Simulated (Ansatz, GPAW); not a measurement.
# 1T-CdBrI monolayer in an electric field, part 2 of 2

How does 1T-CdBrI monolayer screen a perpendicular field?

GPAW 26.7.0 and Ansatz 0.2.0; Ansatz plane waves; layer without images along its normal, relaxation of atoms and in-plane cell (the session's first sound run).

So far, dipole along the normal (e·Å): step 3 (the slab's potential) -0.0265.

## (4) In a field

Level of this step: GPAW, PAW setups; slab in vacuum (GPAW).

A uniform field along the normal polarises the slab; the atoms stay fixed, so this is the electronic response alone.

Input file run.py:

```python
import json
import numpy as np
from ase import Atoms
from gpaw import GPAW, PW
from gpaw.external import ConstantElectricField

slab = Atoms(
    ['I', 'Cd', 'Br'],
    positions=[
        [2.10547, 1.21559, 8.00000],
        [-0.00000, 0.00000, 9.75926],
        [-0.00000, 2.43119, 11.26717]],
    cell=[[4.21094, -0.0, 0.0], [-2.10547, 3.64678, -0.0], [0.0, 0.0, 19.2672]],
    pbc=[True, True, False])

slab.calc = GPAW(mode=PW(400), xc='PBE', kpts={'size': (9, 9, 1), 'gamma': True},
                 occupations={'name': 'fermi-dirac', 'width': 0.05}, nbands='140%',
                 convergence={'density': 1e-05}, maxiter=200,
                 poissonsolver={'dipolelayer': 'xy'},
                 external=ConstantElectricField(-0.2, [0, 0, 1]),
                 symmetry={'tolerance': 1e-3}, txt='slab.txt')
result = {}
energy = slab.get_potential_energy()
fermi = slab.calc.get_fermi_level()
v = slab.calc.get_electrostatic_potential().mean((0, 1)) - fermi
n = slab.calc.get_pseudo_density().mean((0, 1))
L = slab.cell[2, 2]
z = np.arange(len(v)) * L / len(v)
low, high = slab.positions[:, 2].min(), slab.positions[:, 2].max()
below, above = np.interp([low - 5.8, high + 5.8], z, v)
slopes = [np.interp(x, z, np.gradient(v, z)) for x in (low - 5.8, high + 5.8)]
eps = np.array([[slab.calc.get_eigenvalues(k, s) for k in range(len(slab.calc.get_ibz_k_points()))]
                for s in range(slab.calc.get_number_of_spins())]) - fermi
top, bottom = eps[eps < 0].max(), eps[eps > 0].min()
dipole = slab.get_dipole_moment()[2]
print(f'energy {energy:.4f} eV, Fermi level {fermi:.4f} eV, dipole {dipole:.5f} e A')
print(f'potential 5.8 A off the faces, from the Fermi level: lower {below:.4f} eV, upper {above:.4f} eV')
print(f'slope of the potential there: lower {slopes[0]:.5f}, upper {slopes[1]:.5f} eV/A')
print(f'nearest levels on the mesh: {top:.4f} and {bottom:.4f} eV')
print('magnetic moment', round(slab.get_magnetic_moment(), 3))
result.update(energy=energy, fermi=fermi, dipole=dipole, below=below, above=above, slopes=slopes, edges=[top, bottom],
              z=z.tolist(), v=v.tolist(), n=n.tolist(), positions=slab.positions.tolist(),
              forces=slab.get_forces(apply_constraint=False).tolist(), moments=slab.get_magnetic_moments().tolist())
json.dump(result, open('result.json', 'w'))
```

On the command line:

```sh
OMP_NUM_THREADS=1 OPENBLAS_NUM_THREADS=1 python run.py
```

Log:

```text
energy -6.1251 eV, Fermi level -1.9179 eV, dipole -0.11083 e A
potential 5.8 A off the faces, from the Fermi level: lower 4.2054 eV, upper 5.5113 eV
slope of the potential there: lower -0.00003, upper 0.00004 eV/A
nearest levels on the mesh: -1.5482 and 0.9555 eV
magnetic moment 0.0
```

Elapsed: 23 s, on 1 thread of AMD EPYC 9R14 (Zen 4), shared host; peak memory 0.32 GiB.

This step gave:

```yaml
dipole_along_the_normal: -0.1108 e·Å
levels_nearest_the_fermi_level_on_the_mesh: -1.548, 0.9555 eV from the Fermi level
potential_below_the_slab_the_applied_field_s_own_ramp_left_out: 4.205 eV from the Fermi level
potential_above_the_slab_the_applied_field_s_own_ramp_left_out: 5.511 eV from the Fermi level
```

Table of electrostatic potential energy of an electron (without an applied field's), less the Fermi level, planar mean by z:

| z (Å) | electrostatic potential energy of an electron (without an applied field's), less the Fermi level, planar mean (eV) |
| --- | --- |
| 0 | 4.86 |
| 1 | 4.21 |
| 2 | 4.21 |
| 3 | 4.21 |
| 4 | 4.21 |
| 5 | 4.20 |
| 6 | 4.08 |
| 7 | 1.60 |
| 8 | -14.5 |
| 9 | -2.33 |
| 10 | -7.97 |
| 11 | -7.33 |
| 12 | 1.78 |
| 13 | 5.34 |
| 14 | 5.50 |
| 15 | 5.51 |
| 16 | 5.51 |
| 17 | 5.51 |
| 18 | 5.51 |
| 19 | 5.33 |

Force by atom:

| atom | x (eV/Å) | y (eV/Å) | z (eV/Å) | size |
| --- | --- | --- | --- | --- |
| I1 | 0.0000 | 0.0000 | 0.0350 | 0.0350 |
| Cd2 | 0.0000 | 0.0000 | -0.0828 | 0.0828 |
| Br3 | 0.0000 | 0.0000 | 0.0479 | 0.0479 |

The dipole is now -0.111 e Å, against -0.027 in the run without a field.

## (5) In a field

run.py: that of step 4 with these lines changed.

```diff
@@ -19,3 +19,3 @@
                  poissonsolver={'dipolelayer': 'xy'},
-                 external=ConstantElectricField(-0.2, [0, 0, 1]),
+                 external=ConstantElectricField(-0.1, [0, 0, 1]),
                  symmetry={'tolerance': 1e-3}, txt='slab.txt')
```

Log:

```text
energy -6.1162 eV, Fermi level -1.9720 eV, dipole -0.06872 e A
potential 5.8 A off the faces, from the Fermi level: lower 4.5110 eV, upper 5.3207 eV
slope of the potential there: lower -0.00003, upper 0.00004 eV/A
nearest levels on the mesh: -1.5228 and 1.0060 eV
magnetic moment 0.0
```

It took 24 s on 1 thread; peak memory 0.32 GiB.

This step gave:

```
dipole along the normal                                         : -0.06872 e·Å
levels nearest the Fermi level on the mesh                      : -1.523, 1.006 eV from the Fermi level
potential below the slab, the applied field's own ramp left out : 4.511 eV from the Fermi level
potential above the slab, the applied field's own ramp left out : 5.321 eV from the Fermi level
```

The electrostatic potential energy of an electron (without an applied field's), less the Fermi level, planar mean by z:

| z (Å) | electrostatic potential energy of an electron (without an applied field's), less the Fermi level, planar mean (eV) |
| --- | --- |
| 0.0 | 4.92 |
| 0.5 | 4.51 |
| 1.0 | 4.51 |
| 1.5 | 4.51 |
| 2.0 | 4.51 |
| 2.5 | 4.51 |
| 3.0 | 4.51 |
| 3.5 | 4.51 |
| 4.0 | 4.51 |
| 4.5 | 4.51 |
| 5.0 | 4.50 |
| 5.5 | 4.48 |
| 6.0 | 4.38 |
| 6.5 | 3.91 |
| 7.0 | 1.86 |
| 7.5 | -5.42 |
| 8.0 | -14.3 |
| 8.5 | -6.55 |
| 9.0 | -2.23 |
| 9.5 | -7.71 |
| 10.0 | -7.96 |
| 10.5 | -2.77 |
| 11.0 | -7.40 |
| 11.5 | -6.87 |
| 12.0 | 1.63 |
| 12.5 | 4.53 |
| 13.0 | 5.15 |
| 13.5 | 5.29 |
| 14.0 | 5.31 |
| 14.5 | 5.32 |
| 15.0 | 5.32 |
| 15.5 | 5.32 |
| 16.0 | 5.32 |
| 16.5 | 5.32 |
| 17.0 | 5.32 |
| 17.5 | 5.32 |
| 18.0 | 5.32 |
| 18.5 | 5.32 |
| 19.0 | 5.21 |

The dipole is now -0.0687 e Å, against -0.027 in the run without a field.

## (6) In a field

run.py: that of step 5 with these lines changed.

```diff
@@ -19,3 +19,3 @@
                  poissonsolver={'dipolelayer': 'xy'},
-                 external=ConstantElectricField(-0.1, [0, 0, 1]),
+                 external=ConstantElectricField(-0.05, [0, 0, 1]),
                  symmetry={'tolerance': 1e-3}, txt='slab.txt')
```

Log:

```text
energy -6.1132 eV, Fermi level -2.0010 eV, dipole -0.04766 e A
potential 5.8 A off the faces, from the Fermi level: lower 4.6659 eV, upper 5.2275 eV
slope of the potential there: lower -0.00003, upper 0.00004 eV/A
nearest levels on the mesh: -1.5084 and 1.0327 eV
magnetic moment 0.0
```

Wall time 23 s (1 thread); peak memory 0.32 GiB.

## (7) In a field

run.py: that of step 6 with these lines changed.

```diff
@@ -19,3 +19,3 @@
                  poissonsolver={'dipolelayer': 'xy'},
-                 external=ConstantElectricField(-0.05, [0, 0, 1]),
+                 external=ConstantElectricField(0.05, [0, 0, 1]),
                  symmetry={'tolerance': 1e-3}, txt='slab.txt')
```

Log:

```text
energy -6.1106 eV, Fermi level -2.0628 eV, dipole -0.00553 e A
potential 5.8 A off the faces, from the Fermi level: lower 4.9798 eV, upper 5.0450 eV
slope of the potential there: lower -0.00003, upper 0.00004 eV/A
nearest levels on the mesh: -1.4766 and 1.0881 eV
magnetic moment 0.0
```

The job ended after 23 s (1 thread; peak memory 0.32 GiB).

## (8) In a field

run.py: that of step 7 with these lines changed.

```diff
@@ -19,3 +19,3 @@
                  poissonsolver={'dipolelayer': 'xy'},
-                 external=ConstantElectricField(0.05, [0, 0, 1]),
+                 external=ConstantElectricField(0.1, [0, 0, 1]),
                  symmetry={'tolerance': 1e-3}, txt='slab.txt')
```

Log:

```text
energy -6.1108 eV, Fermi level -2.0954 eV, dipole 0.01554 e A
potential 5.8 A off the faces, from the Fermi level: lower 5.1387 eV, upper 4.9556 eV
slope of the potential there: lower -0.00003, upper 0.00004 eV/A
nearest levels on the mesh: -1.4592 and 1.1169 eV
magnetic moment 0.0
```

The job ended after 23 s (1 thread; peak memory 0.32 GiB).

The dipole is now 0.0155 e Å, against -0.027 in the run without a field.

## (9) Field on

run.py: that of step 8 with these lines changed.

```diff
@@ -19,3 +19,3 @@
                  poissonsolver={'dipolelayer': 'xy'},
-                 external=ConstantElectricField(0.1, [0, 0, 1]),
+                 external=ConstantElectricField(0.2, [0, 0, 1]),
                  symmetry={'tolerance': 1e-3}, txt='slab.txt')
```

Log:

```text
energy -6.1145 eV, Fermi level -2.1629 eV, dipole 0.05771 e A
potential 5.8 A off the faces, from the Fermi level: lower 5.4592 eV, upper 4.7791 eV
slope of the potential there: lower -0.00004, upper 0.00004 eV/A
nearest levels on the mesh: -1.4228 and 1.1753 eV
magnetic moment 0.0
```

Wall time 24 s (1 thread); peak memory 0.32 GiB.

The dipole is now 0.0577 e Å, against -0.027 in the run without a field.

## (10) Field on

run.py: that of step 9 with these lines changed.

```diff
@@ -19,3 +19,3 @@
                  poissonsolver={'dipolelayer': 'xy'},
-                 external=ConstantElectricField(0.2, [0, 0, 1]),
+                 external=ConstantElectricField(0.3, [0, 0, 1]),
                  symmetry={'tolerance': 1e-3}, txt='slab.txt')
```

Log:

```text
energy -6.1224 eV, Fermi level -2.2277 eV, dipole 0.09992 e A
potential 5.8 A off the faces, from the Fermi level: lower 5.7777 eV, upper 4.6003 eV
slope of the potential there: lower -0.00004, upper 0.00004 eV/A
nearest levels on the mesh: -1.3899 and 1.2289 eV
magnetic moment 0.0
```

It took 22 s on 1 thread; peak memory 0.32 GiB.

The electrostatic potential energy of an electron (without an applied field's), less the Fermi level, planar mean by z:

z (Å), electrostatic potential energy of an electron (without an applied field's), less the Fermi level, planar mean (eV) and a bar from the least value:
```
      0.0        5.2 #############################
      0.5        5.8 ##############################
      1.0        5.8 ##############################
      1.5        5.8 ##############################
      2.0        5.8 ##############################
      2.5        5.8 ##############################
      3.0        5.8 ##############################
      3.5        5.8 ##############################
      4.0        5.8 ##############################
      4.5        5.8 ##############################
      5.0        5.8 ##############################
      5.5        5.7 ##############################
      6.0        5.6 ##############################
      6.5        5.1 #############################
      7.0        3.0 ##########################
      7.5       -4.5 ##############
      8.0      -13.5 
      8.5       -6.0 ############
      9.0       -1.8 ##################
      9.5       -7.5 #########
     10.0       -7.9 #########
     10.5       -2.8 #################
     11.0       -7.7 #########
     11.5       -7.3 ##########
     12.0        1.1 #######################
     12.5        3.9 ###########################
     13.0        4.5 ############################
     13.5        4.6 ############################
     14.0        4.6 ############################
     14.5        4.6 ############################
     15.0        4.6 ############################
     15.5        4.6 ############################
     16.0        4.6 ############################
     16.5        4.6 ############################
     17.0        4.6 ############################
     17.5        4.6 ############################
     18.0        4.6 ############################
     18.5        4.6 ############################
     19.0        4.8 ############################
```

The dipole is now 0.0999 e Å, against -0.027 in the run without a field.

## (11) The series

The members are put on one axis.

This step: induced dipole against applied field (GPAW 26.7.0).

The dipole along the normal by field:

| field (V/Å) | dipole along the normal (e·Å) |
| --- | --- |
| -0.200 | -0.111 |
| -0.100 | -0.0687 |
| -0.050 | -0.0477 |
| 0.000 | -0.0265 |
| 0.050 | -0.00553 |
| 0.100 | 0.0155 |
| 0.200 | 0.0577 |
| 0.300 | 0.0999 |

## (12) A changed run

One more run, with changed settings.

This step: GPAW, PAW setups; slab in vacuum (GPAW 26.7.0).

run.py: that of step 10 with these lines changed.

```diff
@@ -4,3 +4,2 @@
 from gpaw import GPAW, PW
-from gpaw.external import ConstantElectricField
 
@@ -17,5 +16,4 @@
                  occupations={'name': 'fermi-dirac', 'width': 0.05}, nbands='140%',
-                 convergence={'density': 1e-05}, maxiter=200,
+                 convergence={'density': 1e-05}, maxiter=100,
                  poissonsolver={'dipolelayer': 'xy'},
-                 external=ConstantElectricField(0.3, [0, 0, 1]),
                  symmetry={'tolerance': 1e-3}, txt='slab.txt')
@@ -29,4 +27,4 @@
 low, high = slab.positions[:, 2].min(), slab.positions[:, 2].max()
-below, above = np.interp([low - 5.8, high + 5.8], z, v)
-slopes = [np.interp(x, z, np.gradient(v, z)) for x in (low - 5.8, high + 5.8)]
+below, above = np.interp([low - 1.0, high + 1.0], z, v)
+slopes = [np.interp(x, z, np.gradient(v, z)) for x in (low - 1.0, high + 1.0)]
 eps = np.array([[slab.calc.get_eigenvalues(k, s) for k in range(len(slab.calc.get_ibz_k_points()))]
@@ -36,3 +34,3 @@
 print(f'energy {energy:.4f} eV, Fermi level {fermi:.4f} eV, dipole {dipole:.5f} e A')
-print(f'potential 5.8 A off the faces, from the Fermi level: lower {below:.4f} eV, upper {above:.4f} eV')
+print(f'potential 1.0 A off the faces, from the Fermi level: lower {below:.4f} eV, upper {above:.4f} eV')
 print(f'slope of the potential there: lower {slopes[0]:.5f}, upper {slopes[1]:.5f} eV/A')
```

Log:

```text
energy -6.1114 eV, Fermi level -2.0108 eV, dipole -0.02654 e A
potential 1.0 A off the faces, from the Fermi level: lower 2.1166 eV, upper 3.4979 eV
slope of the potential there: lower -7.76577, upper 5.14375 eV/A
nearest levels on the mesh: -1.5135 and 1.0395 eV
magnetic moment 0.0
```

It took 10 s on 1 thread; peak memory 0.22 GiB.

The run finished. A setting was moved off its sound value on purpose, so it serves as a test and not as the result.

The fault put into the input: the potential probed 1 A off the face (probe = 1.0).

## (13) Summary of results

```json
{
 "work function, upper and lower face (Fermi level placed in the gap by the smearing)": "5.115 and 4.802 eV",
 "ionisation energy from the upper face (highest filled level on the mesh)": "6.63 eV",
 "electron affinity from the upper face (lowest empty Kohn-Sham level on the mesh)": "4.08 eV",
 "dipole along the normal": "-0.0265 e Å",
 "induced dipole per field": "0.421 e Å per V/Å",
 "out-of-plane polarisability per area, α/(ε0 A)": "4.97 Å"
}
```

What this shows: The field induces 0.421 e Å per V/Å, a polarisable thickness α/(ε0 A) of 4.97 Å beside 3.27 Å between the outermost nuclei. A perfect conductor would give the distance between its two image planes; a dielectric of thickness t gives t(1 - 1/ε). The two faces differ by 0.31 eV, the step that the slab's dipole makes (e p/(ε0 A) gives 0.31 eV), so the dipole layer is needed. The levels nearest the Fermi level on the mesh lie 2.55 eV apart, so the slab is gapped there: the smearing puts the Fermi level inside the gap, and from either face the ionisation energy is the work function plus 1.5 eV. Both are Kohn-Sham levels on the mesh, and semilocal gaps are too small, so the affinity tends to come out too large and the ionisation energy too small. The induced dipole is linear in the field over this range. With elements this heavy, spin-orbit coupling can move band edges by tenths of an eV. The layer's cell and atoms come from the relaxation; spin-orbit coupling and temperature are left out.

[Logs are printed without paths, hosts, clocks, repeated set-up lines and the standing remarks that a program may print on its own settings, such as how far it seeks lower states.]

[Hosts, paths, dates, database ids (printed as entryN), source tags and the programs' standing remarks are cut or masked in the printed files.]
